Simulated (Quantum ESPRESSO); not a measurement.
Computed results, one entry a study.

## E(M) of CrBr2

Symmetry: C2/m, No. 12, monoclinic system. The conventional cell has a = 7.489 Å, b = 3.662 Å, c = 6.507 Å, α = 90.00°, β = 96.41°, γ = 90.00°. Nearest to Cr lie 6 Br at 2.55 to 3.20 Å. Br has 3 Cr at 2.55 to 3.20 Å nearest. Farther neighbours and most contacts between anions are not listed.

```
CELL_PARAMETERS angstrom
3.74467 -1.83106 0.00000
3.74467 1.83106 0.00000
-0.72685 0.00000 6.46595
ATOMIC_POSITIONS crystal
Cr 0.00000 0.00000 0.00000
Br 0.64577 0.64577 0.23323
Br 0.35423 0.35423 0.76677
```

| Quantity | Value |
| --- | --- |
| method | PBEsol; plane waves with GBRV 1.5 PBEsol potentials, no spin-orbit coupling (and 1 further level or step) |
| program | Quantum ESPRESSO 7.5 |
| settings of one run | GBRV 1.5 PBEsol, potential files Br: br_pbesol_v1.4.uspp.F.UPF, Cr: cr_pbesol_v1.5.uspp.F.UPF, cutoff 544.23 eV, 6×6×6 k-mesh, 23 bands, fermi-dirac occupations, smearing width 0.136 eV, collinear spin, SCF threshold 6.00e-9, starting moments 3 0 0 μB |
| cost | 11 runs, 41 min in all on 2 MPI ranks of Arm Neoverse V1, shared host (the runs of this entry) |
| notes | The run is spin-polarised, with a total moment of 4.00 μB a cell (absolute 4.21). The cell holds one seeded atom, so opposed orders, which may lie lower, cannot form in it. No Hubbard term acts here. In such compounds local and semilocal functionals without one often delocalise the d electrons, and can shrink or lose moments and miss the size, sign and order of the couplings. The smearing term is large for its width, so states at the Fermi level are partly filled: at this level the cell is a metal or has a gap of a few widths at most. By charge balance Cr is d4; such ions mostly distort their surroundings (Jahn–Teller), and their compounds are mostly insulators, which a run without U in an unrelaxed cell can miss. |
| moment of the free run | 4.00 μB a cell |
| energy at zero total moment | 2093 meV a cell over the lowest |

At zero total moment the site moments vanish, so the 2093 meV a cell is the energy of forming them. The points show one minimum alone.

[Logs and program files are shortened in this print: banners, set-up blocks, solver, clock and traceback lines can be left out without a mark of their own.]

[Logs are printed without paths, hosts, clocks, repeated set-up lines and the standing remarks that a program may print on its own settings, such as how far it seeks lower states.]

[Hosts, paths, dates, database ids (printed as entryN), source tags and the programs' standing remarks are cut or masked in the printed files.]

[Where a cell is said to come from a database of computed structures, the database is the Materials Project.]
